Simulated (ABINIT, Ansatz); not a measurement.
# Converging GW for BaTiB2O6 (R-3) in ABINIT

Wanted: a converged G0W0 gap of BaTiB2O6 (R-3), or an estimate of the limit.

Method: LDA and many-body steps on it, plane waves, in ABINIT 10.8.3.

## (1) Set-up

The structure is trigonal, space group R-3 (No. 148). The conventional cell has a = 5.021 Å, b = 5.021 Å, c = 16.384 Å, α = 90.00°, β = 90.00°, γ = 120.00°. Nearest to Ba lie 12 O at 2.85 to 3.10 Å. Ti has 6 O at 1.92 Å nearest. Nearest to B lie 3 O at 1.37 Å. Nearest to O lie 1 B at 1.37 Å and 1 Ti at 1.92 Å and 2 Ba at 2.85 to 3.10 Å. Farther neighbours and most contacts between anions are not listed.

As a file:

```cif
data_structure
_symmetry_space_group_name_H-M 'P 1'
_symmetry_Int_Tables_number 1
_cell_length_a 6.1830
_cell_length_b 6.1830
_cell_length_c 6.1830
_cell_angle_alpha 47.907
_cell_angle_beta 47.907
_cell_angle_gamma 47.907
_cell_volume 119.22
loop_
_atom_site_label
_atom_site_type_symbol
_atom_site_fract_x
_atom_site_fract_y
_atom_site_fract_z
_atom_site_occupancy
Ba1 Ba 0.00000 0.00000 0.00000 1
Ti2 Ti 0.50000 0.50000 0.50000 1
B3 B 0.76580 0.76580 0.76580 1
B4 B 0.23420 0.23420 0.23420 1
O5 O 0.07670 0.57740 0.63640 1
O6 O 0.63640 0.07670 0.57740 1
O7 O 0.57740 0.63640 0.07670 1
O8 O 0.92330 0.42260 0.36360 1
O9 O 0.36360 0.92330 0.42260 1
O10 O 0.42260 0.36360 0.92330 1
```

The cell and positions come from the Crystallography Open Database and are kept as given unless a step says otherwise. Spin-orbit coupling is left out unless a step names it.

## (2) Empty states on the mesh, 2×2×2 mesh, 247 bands

This step: ABINIT 10.8.3; DFT, LDA, plane waves, norm-conserving pseudopotentials.

The sums over transitions need many empty states on a uniform mesh; this step solves for them.

The input, run.abi:

```
acell 3*1.0 Angstrom
rprim 
  2.510250000000 1.449293513209 5.461466666706
  -2.510250000000 1.449293513209 5.461466666706
  0.000000000000 -2.898587026491 5.461466666687
ntypat 4
znucl 56 22 5 8
natom 10
typat 1 2 3 3 4 4 4 4 4 4
xred 
  0.000000000000 0.000000000000 0.000000000000
  0.500000000000 0.500000000000 0.500000000000
  0.765800000000 0.765800000000 0.765800000000
  0.234200000000 0.234200000000 0.234200000000
  0.076700000000 0.577400000000 0.636400000000
  0.636400000000 0.076700000000 0.577400000000
  0.577400000000 0.636400000000 0.076700000000
  0.923300000000 0.422600000000 0.363600000000
  0.363600000000 0.923300000000 0.422600000000
  0.422600000000 0.363600000000 0.923300000000
pp_dirpath "pseudos"
pseudos "Ba.upf, Ti.upf, B.upf, O.upf"
ecut 38
ngkpt 2 2 2
nshiftk 1
shiftk 0 0 0
kptopt 1
chksymbreak 0
iscf -2
irdden 1
istwfk *1
nband 247
nbdbuf 22
tolwfr 1e-09
nstep 60
prtvol 0
indata_prefix "in"
outdata_prefix "out"
tmpdata_prefix "tmp"
```

Launch:

```console
$ OMP_NUM_THREADS=1 mpirun -n 4 abinit run.abi > log
```

Numbers of over 12 decimals in the logs are rounded to 6 here.

The log of the run:

```text
.Version 10.8.3 of ABINIT. v10.8.2 released Aug 2026.

 Symmetries : space group R-3 (#148); Bravais hR (rhombohedral)
[... echo of the input left out ...]
== DATASET  1 ==================================================================
-   mpi_nproc: 4, omp_nthreads: 1 (-1 if OMP is not activated)

--- !DatasetInfo
iteration_state: {dtset: 1, }
dimensions: {natom: 10, nkpt: 4, mband: 247, nsppol: 1, nspinor: 1, nspden: 1, mpw: 9034, }
cutoff_energies: {ecut:  38.0, pawecutdg:  -1.0, }
[...]
2.75493    2.75727    2.76656    2.76656    2.80127    2.80926    2.80926    2.81291
   2.86332    2.88297    2.90960    2.90961    2.92604    2.92605    2.92861    2.94302
   2.96143    2.96148    2.99227    3.02132    3.02282    3.02615    3.04461
 prteigrs : prtvol=0 or 1, do not print more k-points.

== END DATASET(S) ==============================================================
================================================================================

 -outvars: echo values of variables after computation  --------
            nband         247
             nkpt           4
          spgroup         148
 [... the other variables as echoed above ...]

 Calculation completed.
```

The job ended after 5.2 min (4 MPI ranks of Intel Xeon Platinum 8259CL at 2.50GHz (Skylake/Cascade Lake), shared host; peak memory 0.59 GiB).

This step gave:

| Item | Value |
| --- | --- |
| gap | 2.492 eV |
| k of the valence top | 0.5, 0.5, 0.5 |
| k of the conduction bottom | 0, 0, 0 |
| least direct gap | 2.494 eV |
| k points computed | 4 |
| lowest point of the top converged band, above the valence top | 71.2122 eV |

On this mesh the gap is 2.492 eV.

The density comes from a self-consistent run that is not shown.

## (3) Screening, 2×2×2 mesh, 56 bands, screening to 62.6 eV

The RPA dielectric matrix is built and inverted for each q.

This step: RPA screening on LDA, plane waves, norm-conserving pseudopotentials.

run.abi: that of step 2 with these lines changed.

```diff
@@ -28,10 +28,11 @@
 chksymbreak 0
-iscf -2
-irdden 1
 istwfk *1
-nband 247
-nbdbuf 22
-tolwfr 1e-09
-nstep 60
-prtvol 0
+occopt 1
+irdwfk 1
+optdriver 3
+nband 56
+ecuteps 2.3
+inclvkb 2
+awtr 1
+symchi 1
 indata_prefix "in"
```

The log of the run:

```text
.Version 10.8.3 of ABINIT. v10.8.2 released Aug 2026.

 Symmetries : space group R-3 (#148); Bravais hR (rhombohedral)
[... echo of the input left out ...]
== DATASET  1 ==================================================================
-   mpi_nproc: 4, omp_nthreads: 1 (-1 if OMP is not activated)

--- !DatasetInfo
iteration_state: {dtset: 1, }
dimensions: {natom: 10, nkpt: 4, mband: 56, nsppol: 1, nspinor: 1, nspden: 1, mpw: 9034, }
cutoff_energies: {ecut:  38.0, pawecutdg:  -1.0, }
electrons: {nelect:   6.40000000E+01, charge:   0.00000000E+00, occopt:   1.00000000E+00, tsmear:   1.00000000E-02, }

 SCREENING: Calculation of the susceptibility and dielectric matrices

 Based on a program developped by R.W. Godby, V. Olevano, G. Onida, and L. Reining.
 Incorporated in ABINIT by V. Olevano, G.-M. Rignanese, and M. Torrent.
.Using double precision arithmetic ; gwpc =  8

[... cell and pseudopotentials left out ...]
--------------------------------------------------------------------------------

 ==== K-mesh for the wavefunctions ====
 Number of points in the irreducible wedge :     4
[... list of points left out ...]
 Together with  6 symmetry operations and time-reversal symmetry
 yields     8 points in the full Brillouin Zone.

 ==== Q-mesh for the screening function ====
 Number of points in the irreducible wedge :     4
[... list of points left out ...]
 Together with  6 symmetry operations and time-reversal symmetry
 yields     8 points in the full Brillouin Zone.

 setmesh: FFT mesh size selected  =    45x   45x   45
          total number of points  =        91125

 vcoul_init : cutoff-mode = AUXILIARY_FUNCTION
 q-points for optical limit:   1
     1)      0.000010    0.000020    0.000030

- screening: taking advantage of time-reversal symmetry
- Maximum band index for partially occupied states nbvw = 32
- Remaining bands to be divided among processors   nbcw = 24
- Number of bands treated by each node ~6

 Number of electrons calculated from density =   64.0000; Expected =   64.0000
 average of density, n =  0.079552
 r_s =    1.4424
 omega_plasma =   27.2070 [eV]

 calculating chi0 at frequencies [eV] :
  1    0.000000E+00    0.000000E+00
  2    0.000000E+00    2.720698E+01

--------------------------------------------------------------------------------
  q-point number  1        q = ( 0.000000, 0.000000, 0.000000) [r.l.u.]
--------------------------------------------------------------------------------
[... chi0 elements left out ...]
 For q-point:  0.000010 0.000020 0.000030
  dielectric constant =   4.0260
  dielectric constant without local fields =   4.3641

  Average fulfillment of the sum rule on Im[epsilon] for q-point    1 :     20.85  [%]
[... wings left out ...]
  q-point number  2        q = ( 0.500000, 0.000000, 0.000000) [r.l.u.]
--------------------------------------------------------------------------------
[... chi0 elements left out ...]
  Average fulfillment of the sum rule on Im[epsilon] for q-point    2 :     27.53  [%]

 [... 2 further q-points ...]
```

The job ended after 41 s (4 MPI ranks; peak memory 1.6 GiB).

Numbers from this step:

| Quantity | Value |
| --- | --- |
| ε∞ with local fields, on this mesh, along the program's q direction | 4.026 |
| the same without local fields | 4.364 |
| plasma frequency | 27.21 eV |
| plane waves in the screening matrix | 127 |

Local fields lower ε∞ by 8 %. On a Γ-centred mesh this coarse the value itself is usually too large, while a short band sum pulls it down.

## (4) 56 bands, 62.6 eV

The self-energy is evaluated for the states that the input lists, and the levels follow from it, in one-shot runs by the linearised quasiparticle equation.

This step: G0W0 on LDA, plane waves, norm-conserving pseudopotentials.

run.abi: that of step 3 with these lines changed.

```diff
@@ -31,8 +31,17 @@
 irdwfk 1
-optdriver 3
+optdriver 4
 nband 56
+gwcalctyp 0
+ecutsigx 38
+symsigma 1
+nkptgw 2
+kptgw 
+  0.5000000000 0.5000000000 0.5000000000
+  0.0000000000 0.0000000000 0.0000000000
+bdgw 
+  31 35
+  31 35
 ecuteps 2.3
-inclvkb 2
-awtr 1
-symchi 1
+irdscr 1
+ppmodel 1
 indata_prefix "in"
```

The log of the run:

```text
.Version 10.8.3 of ABINIT. v10.8.2 released Aug 2026.

 Symmetries : space group R-3 (#148); Bravais hR (rhombohedral)
[... echo of the input left out ...]
== DATASET  1 ==================================================================
-   mpi_nproc: 4, omp_nthreads: 1 (-1 if OMP is not activated)

--- !DatasetInfo
iteration_state: {dtset: 1, }
dimensions: {natom: 10, nkpt: 4, mband: 56, nsppol: 1, nspinor: 1, nspden: 1, mpw: 9034, }
cutoff_energies: {ecut:  38.0, pawecutdg:  -1.0, }
electrons: {nelect:   6.40000000E+01, charge:   0.00000000E+00, occopt:   1.00000000E+00, tsmear:   1.00000000E-02, }

 SIGMA: Calculation of the GW corrections

 Based on a program developped by R.W. Godby, V. Olevano, G. Onida, and L. Reining.
 Incorporated in ABINIT by V. Olevano, G.-M. Rignanese, and M. Torrent.
.Using double precision arithmetic ; gwpc =  8

[... cell and pseudopotentials left out ...]
--------------------------------------------------------------------------------

 ==== K-mesh for the wavefunctions ====
 Number of points in the irreducible wedge :     4
[... list of points left out ...]
 Together with  6 symmetry operations and time-reversal symmetry
 yields     8 points in the full Brillouin Zone.

 ==== Q-mesh for screening function ====
 Number of points in the irreducible wedge :     4
[... list of points left out ...]
 Together with  6 symmetry operations and time-reversal symmetry
 yields     8 points in the full Brillouin Zone.

 vcoul_init : cutoff-mode = AUXILIARY_FUNCTION
 q-points for optical limit:   1
     1)      0.000010    0.000020    0.000030
 setmesh: FFT mesh size selected  =    72x   72x   72
          total number of points  =       373248

 Number of electrons calculated from density =   64.0000; Expected =   64.0000
 average of density, n =  0.079552
 r_s =    1.4424
 omega_plasma =   27.2070 [eV]

 === KS Band Gaps ===
  >>>> For spin  1
   Minimum direct gap =   2.4946 [eV], located at k-point      :   0.0000  0.0000  0.0000
   Fundamental gap    =   2.4918 [eV], Top of valence bands at :   0.5000  0.5000  0.5000
                                       Bottom of conduction at :   0.0000  0.0000  0.0000
 SIGMA fundamental parameters:
 PLASMON POLE MODEL  1
 number of plane-waves for SigmaX                 8981
 number of plane-waves for SigmaC and W            127
 number of plane-waves for wavefunctions          8981
 number of bands                                    56
 number of independent spin polarizations            1
 number of spinorial components                      1
 number of k-points in IBZ                           4
 number of q-points in IBZ                           4
 number of symmetry operations                       6
 number of k-points in BZ                            8
 number of q-points in BZ                            8
 number of frequencies for dSigma/dE                 9
 frequency step for dSigma/dE [eV]                0.25
 number of omega for Sigma on real axis              0
 max omega for Sigma on real axis  [eV]           0.00
 zcut for avoiding poles [eV]                     0.10

 EPSILON^-1 parameters (SCR file):
 dimension of the eps^-1 matrix on file            127
 dimension of the eps^-1 matrix used               127
 number of plane-waves for wavefunctions          8981
 number of bands                                    56
 number of q-points in IBZ                           4
 number of frequencies                               2
 number of real frequencies                          1
 number of imag frequencies                          1

 matrix elements of self-energy operator (all in [eV])

 Perturbative Calculation

--- !SelfEnergy_ee
iteration_state: {dtset: 1, }
kpoint     : [   0.500,    0.500,    0.500, ]
spin       : 1
KS_gap     :    2.514
QP_gap     :    5.430
Delta_QP_KS:    2.916
data: !SigmaeeData |
     Band     E0 <VxcDFT>   SigX SigC(E0)      Z dSigC/dE  Sig(E)    E-E0       E
       31   3.367 -19.786 -24.771   4.884   0.775  -0.290 -19.864  -0.078   3.289
       32   3.753 -20.237 -25.167   4.895   0.777  -0.286 -20.265  -0.028   3.725
       33   6.267 -19.181 -11.022  -4.412   0.771  -0.298 -16.293   2.888   9.155
       34   6.753 -20.705 -12.485  -4.319   0.760  -0.316 -17.740   2.965   9.718
       35   6.753 -20.705 -12.485  -4.319   0.760  -0.316 -17.740   2.965   9.718

--- !SelfEnergy_ee
iteration_state: {dtset: 1, }
kpoint     : [   0.000,    0.000,    0.000, ]
spin       : 1
KS_gap     :    2.495
QP_gap     :    5.456
Delta_QP_KS:    2.962
data: !SigmaeeData |
     Band     E0 <VxcDFT>   SigX SigC(E0)      Z dSigC/dE  Sig(E)    E-E0       E
       31   3.381 -19.874 -24.888   4.908   0.775  -0.290 -19.956  -0.082   3.299
       32   3.750 -20.206 -25.121   4.886   0.777  -0.286 -20.229  -0.023   3.728
       33   6.245 -19.517 -11.127  -4.560   0.767  -0.303 -16.578   2.939   9.184
       34   6.659 -20.467 -12.188  -4.367   0.762  -0.313 -17.487   2.980   9.638
       35   6.659 -20.467 -12.188  -4.367   0.762  -0.313 -17.487   2.980   9.638

== END DATASET(S) ==============================================================
================================================================================

 -outvars: echo values of variables after computation  --------
           etotal      0.0000000000E+00
            nband          56
             nkpt           4
          spgroup         148
 [... the other variables as echoed above ...]

 Calculation completed.
```

Elapsed: 22 s, on 4 MPI ranks; peak memory 1.7 GiB.

This step gave:

| Item | Value |
| --- | --- |
| G0W0 gap on the points computed | 5.427 eV |
| starting gap on the mesh | 2.492 eV |
| k of the valence top | 0, 0, 0 |
| k of the conduction bottom | 0.5, 0.5, 0.5 |
| Z at the valence top | 0.777 |
| Z at the conduction bottom | 0.771 |
| least direct G0W0 gap on the computed points | 5.43 eV |

The gap on the mesh goes from 2.49 eV to 5.43 eV, a correction of +2.94 eV.

## (5) Screening, 2×2×2 mesh, 111 bands, screening to 114.3 eV

This step: RPA screening on LDA, plane waves, norm-conserving pseudopotentials.

run.abi: that of step 4 with these lines changed.

```diff
@@ -31,17 +31,8 @@
 irdwfk 1
-optdriver 4
-nband 56
-gwcalctyp 0
-ecutsigx 38
-symsigma 1
-nkptgw 2
-kptgw 
-  0.5000000000 0.5000000000 0.5000000000
-  0.0000000000 0.0000000000 0.0000000000
-bdgw 
-  31 35
-  31 35
-ecuteps 2.3
-irdscr 1
-ppmodel 1
+optdriver 3
+nband 111
+ecuteps 4.2
+inclvkb 2
+awtr 1
+symchi 1
 indata_prefix "in"
```

The log of the run:

```text
.Version 10.8.3 of ABINIT. v10.8.2 released Aug 2026.

 Symmetries : space group R-3 (#148); Bravais hR (rhombohedral)
[... echo of the input left out ...]
== DATASET  1 ==================================================================
-   mpi_nproc: 4, omp_nthreads: 1 (-1 if OMP is not activated)

--- !DatasetInfo
iteration_state: {dtset: 1, }
dimensions: {natom: 10, nkpt: 4, mband: 111, nsppol: 1, nspinor: 1, nspden: 1, mpw: 9034, }
cutoff_energies: {ecut:  38.0, pawecutdg:  -1.0, }
electrons: {nelect:   6.40000000E+01, charge:   0.00000000E+00, occopt:   1.00000000E+00, tsmear:   1.00000000E-02, }

 SCREENING: Calculation of the susceptibility and dielectric matrices

 Based on a program developped by R.W. Godby, V. Olevano, G. Onida, and L. Reining.
 Incorporated in ABINIT by V. Olevano, G.-M. Rignanese, and M. Torrent.
.Using double precision arithmetic ; gwpc =  8

[... cell and pseudopotentials left out ...]
--------------------------------------------------------------------------------

 ==== K-mesh for the wavefunctions ====
 Number of points in the irreducible wedge :     4
[... list of points left out ...]
 Together with  6 symmetry operations and time-reversal symmetry
 yields     8 points in the full Brillouin Zone.

 ==== Q-mesh for the screening function ====
 Number of points in the irreducible wedge :     4
[... list of points left out ...]
 Together with  6 symmetry operations and time-reversal symmetry
 yields     8 points in the full Brillouin Zone.

 setmesh: FFT mesh size selected  =    45x   45x   45
          total number of points  =        91125

 vcoul_init : cutoff-mode = AUXILIARY_FUNCTION
 q-points for optical limit:   1
     1)      0.000010    0.000020    0.000030

- screening: taking advantage of time-reversal symmetry
- Maximum band index for partially occupied states nbvw = 32
- Remaining bands to be divided among processors   nbcw = 79
- Number of bands treated by each node ~19

 Number of electrons calculated from density =   64.0000; Expected =   64.0000
 average of density, n =  0.079552
 r_s =    1.4424
 omega_plasma =   27.2070 [eV]

 calculating chi0 at frequencies [eV] :
  1    0.000000E+00    0.000000E+00
  2    0.000000E+00    2.720698E+01

--------------------------------------------------------------------------------
  q-point number  1        q = ( 0.000000, 0.000000, 0.000000) [r.l.u.]
--------------------------------------------------------------------------------
[... chi0 elements left out ...]
 For q-point:  0.000010 0.000020 0.000030
  dielectric constant =   4.2138
  dielectric constant without local fields =   4.6625

  Average fulfillment of the sum rule on Im[epsilon] for q-point    1 :     45.25  [%]
[... wings left out ...]
  q-point number  2        q = ( 0.500000, 0.000000, 0.000000) [r.l.u.]
--------------------------------------------------------------------------------
[... chi0 elements left out ...]
  Average fulfillment of the sum rule on Im[epsilon] for q-point    2 :     51.97  [%]

 [... 2 further q-points ...]
```

Run time: 2.2 min. Hardware: 4 MPI ranks; peak memory 1.9 GiB; 8.6 min of CPU time.

This step gave:

```
ε∞ with local fields, on this mesh, along the program's q direction : 4.214
the same without local fields                                       : 4.662
plasma frequency                                                    : 27.21 eV
plane waves in the screening matrix                                 : 333
```

(Continued in part 2 of 2.)

[Paths, hosts, dates, memory and timing lines, banners, echoed tables and standing remarks are left out of the program output.]

[Logs are printed without paths, hosts, clocks, repeated set-up lines and the standing remarks that a program may print on its own settings, such as how far it seeks lower states.]

[Runs of the session that timed out or met a known fault of the program may be left out.]

[No measured gap is set beside runs whose start may be inverted or whose files or cutoffs have a known fault.]

[Hosts, paths, dates, database ids (printed as entryN), source tags and the programs' standing remarks are cut or masked in the printed files.]

[G0W0 gaps are taken among the corrected bands and points alone; a level outside them can change the order at an edge.]

[Where Ansatz stands beside ABINIT at settings called matched, ABINIT's density can come from a denser mesh and the files from another edition; pairs whose starting gaps differed by over 0.03 eV were left out, so agreement reads better than it is.]
